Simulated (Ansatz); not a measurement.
# Ba2SrTi3O9 (perovskite [001] superlattice) (P4mm): a band-gap study from PBEsol to G0W0 at the band limit, part 2 of 2

Wanted: the gap of Ba2SrTi3O9 (perovskite [001] superlattice) (P4mm) by functionals, hybrids and G0W0, carried to the basis limit, with what remains uncertain.

Ansatz 0.2.0; density functionals, hybrids, G0W0, plane waves, PAW. Known limits of the many-body steps: not at the basis limit; no spin-orbit coupling.

So far. Step 3 (PBEsol bands): The gap is indirect, with the least direct gap 0.39 eV higher. The relaxed cell has a = 3.935, c = 11.979 Å (conventional setting).

The structure was built from a prototype and need not be the compound's stable phase.

## (4) PBEsol+SOC

Spin-orbit coupling can split or shift the edges; a non-collinear run measures by how much.

This step: DFT, PBEsol with spin-orbit coupling, plane waves, PAW; PAW set soft_1.

File input.yaml:

```yaml
crystal:
  lattice:
    - [3.9349802706, 0.0, 0.0]
    - [0.0, 3.9349802706, 0.0]
    - [0.0, 0.0, 11.9786531724]
  atoms:
    - { symbol: Sr, position: [0.0, 0.0, 0.084275811] }
    - { symbol: O, position: [0.5, 0.5, 0.076645523] }
    - { symbol: Ti, position: [0.5, 0.5, 0.2485044074] }
    - { symbol: O, position: [0.5, 0.0, 0.2366435965] }
    - { symbol: O, position: [0.0, 0.5, 0.2366435965] }
    - { symbol: Ba, position: [0.0, 0.0, 0.4133352158] }
    - { symbol: O, position: [0.5, 0.5, 0.40474618] }
    - { symbol: Ti, position: [0.5, 0.5, 0.586817754] }
    - { symbol: O, position: [0.5, 0.0, 0.5765820441] }
    - { symbol: O, position: [0.0, 0.5, 0.5765820441] }
    - { symbol: Ba, position: [0.0, 0.0, 0.751359634] }
    - { symbol: O, position: [0.5, 0.5, 0.7421782604] }
    - { symbol: Ti, position: [0.5, 0.5, 0.9242476745] }
    - { symbol: O, position: [0.5, 0.0, 0.9159179191] }
    - { symbol: O, position: [0.0, 0.5, 0.9159179191] }
kpoints:
  mp_grid: { grid: [6, 6, 2] }
  band_path:
    path:
      - [0.0, 0.0, 0.0]
      - [0.0, 0.5, 0.0]
      - [0.5, 0.5, 0.0]
      - [0.0, 0.0, 0.5]
      - [0.0, 0.5, 0.5]
      - [0.5, 0.5, 0.5]
    npoints: 1
hamiltonian:
  xc: pbesol
  pseudopotentials: { kind: paw_fr, azcp: { folder: soft_1 }, xc_functional: pbe }
scf:
  occupations: { method: fixed }
  n_extra_bands: 18
magnetization:
  noncollinear: true
  spin_orbit: true
output:
  eigenvalues: true
  forces: true
  stress: true
```

The run is started by

```sh
ansatz run input.yaml --threads 3 --pin off --max-ram 92160MiB --backend cuda --events-out ev --progress --plain --runs-dir out --devices 1 --max-vram 13GiB
```

Numbers of over 12 decimals in the logs are rounded to 6 here.

The program printed:

```text
[...]
GPUs: using 1 of 1 available (devices: 1).
[...]
non-collinear run that drives no moment, with spin-orbit: no starting moment large enough to seed its density (crystal.atoms[].spin), no starting occupations that ask for one, no magnetisation constraint and no magnetic field, so the semilocal B_xc is pinned to zero
[...]
k-point 1: bands = [... 116 lower, 9.8016, 9.8016, 9.8708, 9.8708, 12.1521, 12.1521, 12.1653, 12.1653, ... 14 higher]
  k-point 2: bands = [... 116 lower, 9.6346, 9.6539, 9.7701, 9.8042, 12.4332, 12.4392, 12.6818, 12.6885, ... 14 higher]
  k-point 19: bands = [... 116 lower, 10.2255, 10.2255, 10.2743, 10.2743, 14.1748, 14.1748, 14.1855, 14.1855, ... 14 higher]
[key lines of the parts left out:]
SCF converged after 12 iterations
Magnetization: |M| = 0.0000 μB,  M = (+0.0000, +0.0000, +0.0000) μB
Free energy (F): -27722.680744 eV
Fermi energy:    10.274251 eV
P = ⅓ Tr σ = -0.0257 GPa (-0.257 kbar)
```

The job ended after 17 s (1 × NVIDIA H100 80GB HBM3 (shared by 6 runs) with 3 threads of AMD EPYC 7R13 (Zen 3), shared host; peak memory 1.2 GiB).

This step gave:

```yaml
pressure: -0.02571 GPa
gap: 1.850 eV
valence_top_at: A
conduction_bottom_at: Γ
least_direct_gap: 2.196 eV
```

The gap is that of PBEsol.

## (5) HSE06

HSE06 mixes in a quarter of exact exchange at short range. Exchange couples all pairs of k points, which makes a full band path dear, so levels are read on the mesh and at chosen points.

This step: DFT, HSE06, plane waves, PAW; PAW set soft_1.

input.yaml, as its differences from that of step 4:

```diff
@@ -22,3 +22,3 @@
 kpoints:
-  mp_grid: { grid: [6, 6, 2] }
+  mp_grid: { grid: [4, 4, 2] }
   band_path:
@@ -33,13 +33,8 @@
 hamiltonian:
-  xc: pbesol
-  pseudopotentials: { kind: paw_fr, azcp: { folder: soft_1 }, xc_functional: pbe }
+  xc: hse06
+  pseudopotentials: { kind: paw, azcp: { folder: soft_1 } }
 scf:
   occupations: { method: fixed }
-  n_extra_bands: 18
-magnetization:
-  noncollinear: true
-  spin_orbit: true
+  n_extra_bands: 9
 output:
   eigenvalues: true
-  forces: true
-  stress: true
```

The program printed:

```text
[...]
GPUs: using 1 of 1 available (devices: 1).
[...]
davidson cushion auto → on  (no smearing: the cushion is to keep the highest requested band from converging to the state above it; pin scf.eigensolver.cushion to override)
[...]
GPU FFT provider: cuFFT
GPU libraries: cuBLAS 13.8.2, cuFFT 12.4.0, cuSOLVER 12.3.4
Crystal: 15 atoms, lattice volume = 185.478 Å³
Basis set: ecut = 420 eV, 3633 PW (Γ)
[...]
Fermi energy:    9.398949 eV
[...]
--- Band table (eV; the first three rows and the last of 12) ---
  k-point 0: bands = [... 56 lower, 8.7439, 8.9329, 9.0185, 9.0185, 12.7361, 12.8362, 12.8898, 13.0122, ... 5 higher]
  k-point 1: bands = [... 56 lower, 8.8842, 8.8842, 8.9472, 8.9472, 12.7584, 12.7937, 12.9100, 13.4585, ... 5 higher]
  k-point 2: bands = [... 56 lower, 8.5872, 8.6260, 8.7082, 8.7467, 13.0745, 13.8020, 13.8083, 13.8542, ... 5 higher]
  k-point 11: bands = [... 56 lower, 9.2396, 9.3409, 9.3447, 9.3989, 14.9498, 14.9498, 14.9649, 14.9649, ... 5 higher]
[key lines of the parts left out:]
Free energy (F): -28083.484491 eV
```

Run time: 60 s. Hardware: 1 × NVIDIA H100 80GB HBM3 (shared by 6 runs) with 3 threads; peak memory 1.7 GiB.

This step gave:

```
gap                  : 3.337 eV
valence top at       : A
conduction bottom at : Γ
least direct gap     : 3.718 eV
```

The gap stands +1.49 eV against PBEsol.

## (6) G0W0, 6×6×2 mesh, 157 empty bands, screening to 52 eV, PAW set soft_1 files

Now the one-shot GW correction: screening in the RPA, then the self-energy of the levels asked for. This step takes PAW set soft_1 files.

This step: G0W0 on PBEsol, plane waves, PAW; PAW set soft_1.

input.yaml, as its differences from that of step 5:

```diff
@@ -22,19 +22,13 @@
 kpoints:
-  mp_grid: { grid: [4, 4, 2] }
-  band_path:
-    path:
-      - [0.0, 0.0, 0.0]
-      - [0.0, 0.5, 0.0]
-      - [0.5, 0.5, 0.0]
-      - [0.0, 0.0, 0.5]
-      - [0.0, 0.5, 0.5]
-      - [0.5, 0.5, 0.5]
-    npoints: 1
+  mp_grid: { grid: [6, 6, 2] }
 hamiltonian:
-  xc: hse06
-  pseudopotentials: { kind: paw, azcp: { folder: soft_1 } }
+  xc: pbesol
+  pseudopotentials: { kind: paw, azcp: { folder: soft_1 }, xc_functional: pbe }
 scf:
   occupations: { method: fixed }
-  n_extra_bands: 9
-output:
-  eigenvalues: true
+gw:
+  n_empty_bands: 157
+  ecut_chi: 52
+  qp_bands: [v4, c4]
+  qp_kpoints: band_edges
+  screening: { model: contour_deformation }
```

The program printed:

```text
GPUs: using 1 of 1 available (devices: 1).
[...]
GPU FFT provider: cuFFT
GPU libraries: cuBLAS 13.8.2, cuFFT 12.4.0, cuSOLVER 12.3.4
Crystal: 15 atoms, lattice volume = 185.478 Å³
Basis set: ecut = 420 eV, 3633 PW (Γ)
Bands: 75, of which v1, the nominal top of the filled ones, is band 60 counted from 1 (59 counted from 0)
Symmetry: 8 space group operations
[...]
k-points: 20 of 72
[...]
19    60     10.2768   -25.8891     5.0884   -20.7994  0.7326    10.2755    10.2755  root
    19    61     14.1846   -14.6768    -6.6156   -23.1790  0.7028    16.2129    16.0712  root ?
    19    62     14.1846   -14.6768    -6.6156   -23.1790  0.7028    16.2129    16.0712  root ?
    19    63     14.1948   -14.7635    -6.5758   -23.2350  0.7037    16.2330    16.0906  root ?
    19    64     14.1948   -14.7635    -6.5758   -23.2350  0.7037    16.2330    16.0906  root ?
[key lines of the parts left out:]
SCF converged after 11 iterations
Free energy (F): -27712.531684 eV
Fermi energy:    10.276804 eV
```

Wall time 51 s (1 × NVIDIA H100 80GB HBM3 (shared by 6 runs) with 3 threads); peak memory 1.6 GiB; 75 s of CPU time.

Numbers from this step:

* bands summed: 217
* RPA ε∞ on this mesh (eigenvalues): 5.762, 6.274, 6.274
* plane waves in the screening matrix: 163
* G0W0 gap on the mesh: 3.706 eV
* k of the valence top: -0.5, -0.5, -0.5
* k of the conduction bottom: 0, 0, 0
* starting gap on the mesh: 1.851 eV
* least direct G0W0 gap on the computed points: 4.017 eV

The gap on the mesh goes from 1.85 eV to 3.71 eV, a correction of +1.86 eV. Between the two edge states, bare exchange in place of the xc potential would open the gap by 12.77 eV, and correlation takes back 10.91 eV.

## (7) G0W0, 6×6×2 mesh, 624 empty bands, screening to 130 eV, PAW set soft_1 files

Bands and screening cutoff are moved together, since each hides the error of the other.

input.yaml, as its differences from that of step 6:

```diff
@@ -29,4 +29,4 @@
 gw:
-  n_empty_bands: 157
-  ecut_chi: 52
+  n_empty_bands: 624
+  ecut_chi: 130.0
   qp_bands: [v4, c4]
```

The program printed:

```text
GPUs: using 1 of 1 available (devices: 1).
[...]
GPU FFT provider: cuFFT
GPU libraries: cuBLAS 13.8.2, cuFFT 12.4.0, cuSOLVER 12.3.4
Crystal: 15 atoms, lattice volume = 185.478 Å³
Basis set: ecut = 420 eV, 3633 PW (Γ)
Bands: 75, of which v1, the nominal top of the filled ones, is band 60 counted from 1 (59 counted from 0)
Symmetry: 8 space group operations
[...]
k-points: 20 of 72
[...]
GPU buffer pool allocated for 59049 grid points (all kernels)
[...]
SCF iter   1: F=—  HF=-27713.904520 eV  |F-HF|=—  |Δ(HF+E_count)|=         —  Δρ=5.55e-2  dr2=6.96e0  ethr=3.10e-3  ⟨swp⟩=4.7  Hψ=5040  notcnv=0  defer=240
[...]
SCF iter  11: F=-27712.531684 eV  HF=-27712.531684 eV  |F-HF|=3.24e-8  |Δ(HF+E_count)|=   1.05e-7  Δρ=6.67e-6  dr2=8.17e-8  ethr=8.33e-11  ⟨swp⟩=13.8  Hψ=7300  notcnv=0
SCF 1 converged in 11 iterations: F = -27712.531684 eV  dr2 = 8.17e-8
[...]
G₀W₀ screening: q 1/20
[... further progress lines ...]
SCF converged after 11 iterations
Free energy (F): -27712.531684 eV
[...]
Internal energy: -27712.531684 eV  (E = F + TS)
E sigma→0 (E₀):  -27712.531684 eV
Fermi energy:    10.276804 eV
[...]
--- Band table (eV; the first three rows and the last of 20) ---
  k-point 0: bands = [... 56 lower, 9.6579, 9.8367, 9.8911, 9.8911, 12.1274, 12.2156, 12.2590, 12.4191, ... 11 higher]
  k-point 1: bands = [... 56 lower, 9.7775, 9.7775, 9.8327, 9.8327, 12.1548, 12.1680, 12.2792, 12.8419, ... 11 higher]
  k-point 2: bands = [... 56 lower, 9.4007, 9.4457, 9.6504, 9.7782, 12.4392, 12.6888, 12.7371, 12.7587, ... 11 higher]
  k-point 19: bands = [... 56 lower, 10.1260, 10.2195, 10.2286, 10.2768, 14.1846, 14.1846, 14.1948, 14.1948, ... 11 higher]
[...]
bands read: the sum over 684 bands ends inside a degenerate multiplet in 2 slots, whose members it reads at an even weight; the widest, k=0: bands 684 to 685 (counted from 1) at 1/2 each
[...]
0    57      9.6579   -25.7801     4.4648   -20.9354  0.7281     9.2753     9.2780  root
     0    58      9.8367   -26.0514     4.3686   -21.3384  0.7300     9.4902     9.4923  root
     0    59      9.8911   -25.6276     4.1987   -21.0958  0.7304     9.5561     9.5580  root
     0    60      9.8911   -25.6276     4.1987   -21.0958  0.7304     9.5561     9.5580  root
     0    61     12.1274   -12.6040    -6.3971   -20.2804  0.7433    13.4372    13.4067  root
     0    62     12.2156   -12.7824    -6.5288   -20.6177  0.7396    13.5552    13.5221  root
     0    63     12.2590   -12.8033    -6.5687   -20.6869  0.7389    13.6079    13.5739  root
     0    64     12.4191   -13.1738    -6.0115   -20.4420  0.7414    13.7054    13.6758  root
     1    57      9.7775   -25.7569     4.3395   -21.0579  0.7293     9.4157     9.4180  root
     1    58      9.7775   -25.7569     4.3395   -21.0579  0.7293     9.4157     9.4180  root
     1    59      9.8327   -25.6832     4.2989   -21.0405  0.7294     9.4867     9.4889  root
     1    60      9.8327   -25.6832     4.2989   -21.0405  0.7294     9.4867     9.4889  root
     1    61     12.1548   -12.6937    -6.4449   -20.4228  0.7415    13.4703    13.4390  root
     1    62     12.1680   -12.6318    -6.4439   -20.3705  0.7426    13.4946    13.4629  root
     1    63     12.2792   -12.8646    -6.6062   -20.7926  0.7377    13.6356    13.6010  root
     1    64     12.8419   -13.7349    -6.1437   -21.1555  0.7315    14.1528    14.1188  root
     2    57      9.4007   -25.2553     4.4928   -20.3784  0.7206     9.0134     9.0166  root
     2    58      9.4457   -25.2144     4.4856   -20.3410  0.7209     9.0546     9.0579  root
     2    59      9.6504   -25.2787     4.0077   -20.9542  0.7301     9.3318     9.3336  root
     2    60      9.7782   -25.9042     4.3692   -21.1847  0.7299     9.4257     9.4279  root
     2    61     12.4392   -13.2284    -6.0493   -20.5392  0.7406    13.7308    13.7007  root
     2    62     12.6888   -13.5857    -6.2901   -21.1347  0.7306    13.9809    13.9477  root
     2    63     12.7371   -13.6440    -6.3925   -21.3135  0.7289    14.0490    14.0142  root
     2    64     12.7587   -13.5381    -6.2234   -21.0453  0.7336    14.0762    14.0425  root
[...]
19    57     10.1260   -25.8041     4.6952   -20.7327  0.7225     9.7470     9.7497  root
    19    58     10.2195   -25.7667     4.7200   -20.6724  0.7211     9.8424     9.8451  root
    19    59     10.2286   -25.8203     4.7528   -20.7133  0.7203     9.8720     9.8745  root
    19    60     10.2768   -25.8891     4.7244   -20.7994  0.7213     9.9089     9.9115  root
    19    61     14.1846   -14.6768    -7.1918   -23.1790  0.6929    15.5536    15.4950  root
    19    62     14.1846   -14.6768    -7.1918   -23.1790  0.6929    15.5536    15.4950  root
    19    63     14.1948   -14.7635    -7.1494   -23.2350  0.6939    15.5760    15.5169  root
    19    64     14.1948   -14.7635    -7.1494   -23.2350  0.6939    15.5760    15.5169  root
```

The job ended after 3.9 min (1 × NVIDIA H100 80GB HBM3 (shared by 6 runs) with 3 threads; peak memory 3.6 GiB).

Numbers from this step:

| Item | Value |
| --- | --- |
| bands summed | 684 |
| RPA ε∞ on this mesh (eigenvalues) | 5.671, 6.180, 6.180 |
| plane waves in the screening matrix | 627 |
| q-points in the mesh | 72 |
| G0W0 gap on the mesh | 3.495 eV |
| k of the valence top | -0.5, -0.5, -0.5 |
| k of the conduction bottom | 0, 0, 0 |
| starting gap on the mesh | 1.851 eV |
| Z at the valence top | 0.7213 |
| Z at the conduction bottom | 0.7433 |
| least direct G0W0 gap on the computed points | 3.849 eV |

Against the run with 6×6×2 mesh, 157 empty bands, screening to 52 eV, PAW set soft_1 files, the gap moves by −0.21 eV.

Limits: finite bands, cutoff and mesh; no spin-orbit coupling. v1 is the top filled band, c1 the lowest empty one. The levels before and after the correction (eV, zero at the valence-band top of each column):

|  | conduction bottom | valence top |
| --- | --- | --- |
| Kohn-Sham | 1.85 | 0.00 |
| G0W0 | 3.50 | 0.00 |

|  | level | occupation | energy (eV) |
| --- | --- | --- | --- |
| Kohn-Sham | Γ v3 | 2 | -0.440 |
| Kohn-Sham | Γ v2-v1 | 2 | -0.386 |
| Kohn-Sham | Γ c1 | 0 | 1.851 |
| Kohn-Sham | Γ c2 | 0 | 1.939 |
| Kohn-Sham | Γ c3 | 0 | 1.982 |
| Kohn-Sham | (-0.5 -0.5 -0.5) v3 | 2 | -0.057 |
| Kohn-Sham | (-0.5 -0.5 -0.5) v2 | 2 | -0.048 |
| Kohn-Sham | (-0.5 -0.5 -0.5) v1 | 2 | 0.000 |
| Kohn-Sham | (-0.5 -0.5 -0.5) c1-c2 | 0 | 3.908 |
| Kohn-Sham | (-0.5 -0.5 -0.5) c3 | 0 | 3.918 |
| G0W0 | Γ v3 | 2 | -0.419 |
| G0W0 | Γ v2-v1 | 2 | -0.353 |
| G0W0 | Γ c1 | 0 | 3.495 |
| G0W0 | Γ c2 | 0 | 3.611 |
| G0W0 | Γ c3 | 0 | 3.662 |
| G0W0 | (-0.5 -0.5 -0.5) v3 | 2 | -0.066 |
| G0W0 | (-0.5 -0.5 -0.5) v2 | 2 | -0.037 |
| G0W0 | (-0.5 -0.5 -0.5) v1 | 2 | 0.000 |
| G0W0 | (-0.5 -0.5 -0.5) c1-c2 | 0 | 5.583 |
| G0W0 | (-0.5 -0.5 -0.5) c3 | 0 | 5.605 |

How the two edges are built up, in eV (the quasiparticle level is the starting level plus Σx plus Σc less Vxc):

| run | edge | start | Σx | Σc | Vxc | Z | QP |
| --- | --- | --- | --- | --- | --- | --- | --- |
| 217 bands | valence top | 10.28 | -25.89 | 5.09 | -20.80 | 0.73 | 10.28 |
| 217 bands | conduction bottom | 12.13 | -12.60 | -5.82 | -20.28 | 0.75 | 13.98 |
| 684 bands | valence top | 10.28 | -25.89 | 4.72 | -20.80 | 0.72 | 9.91 |
| 684 bands | conduction bottom | 12.13 | -12.60 | -6.40 | -20.28 | 0.74 | 13.41 |

## (8) The ladder

Times are wall times on 1 × NVIDIA H100 80GB HBM3 (shared by 6 runs) with 3 threads of AMD EPYC 7R13 (Zen 3), shared host, good to a factor of about two. G0W0 rows are gaps on the mesh, lowered by the amount that the mesh misses the start's edges, a rough step that assumes the same correction there.

| level | gap (eV) | least direct gap (eV) | time |
| --- | --- | --- | --- |
| PBEsol | 1.85 | 2.24 | 18 s |
| PBEsol+SOC | 1.85 | 2.20 | 17 s |
| HSE06 | 3.34 | 3.72 | 60 s |
| G0W0@PBEsol (157 empty bands) | 3.71 | - | 51 s |
| G0W0@PBEsol (624 empty bands) | 3.50 | - | 3.9 min |

## (9) Adding up the best estimate

| term | eV | running total (eV) |
| --- | --- | --- |
| G0W0 on the mesh, top rung | 3.495 | 3.495 |
| to the limit, by a line in one over the bands through the two top rungs | −0.098 | 3.397 |
| spin-orbit change, from PBEsol | −0.001 | 3.397 |

## (10) Outcome

- PBEsol gap: 1.85 eV, indirect
- HSE06: 3.34 eV
- G0W0, top rung on the mesh: 3.50 eV
- best estimate, G0W0@PBEsol with spin-orbit change: 3.40 eV
- GW settings of the top rung: 6×6×2 mesh, 624 empty bands, screening to 130 eV, PAW set soft_1 files
- known limits: one-shot GW, static lattice; one k mesh, untested

What this shows: The best estimate for G0W0@PBEsol is 3.40 eV, indirect by PBEsol+SOC, against 1.85 eV at the start (both with spin-orbit coupling). The limit rests on the two highest rungs, unchecked by another pair. Among the functionals HSE06 comes nearest: −0.06 eV from the estimate. All runs took 7.6 min, 63 % of it in G0W0.

[Paths, hosts, dates, memory and timing lines, banners, echoed tables and standing remarks are left out of the program output.]

[Logs are printed without paths, hosts, clocks, repeated set-up lines and the standing remarks that a program may print on its own settings, such as how far it seeks lower states.]

[Runs of the session that timed out or met a known fault of the program may be left out.]

[Cells called generated may have been cut or substituted from an entry of the Crystallography Open Database or the Materials Project.]

[Hosts, paths, dates, database ids (printed as entryN), source tags and the programs' standing remarks are cut or masked in the printed files.]
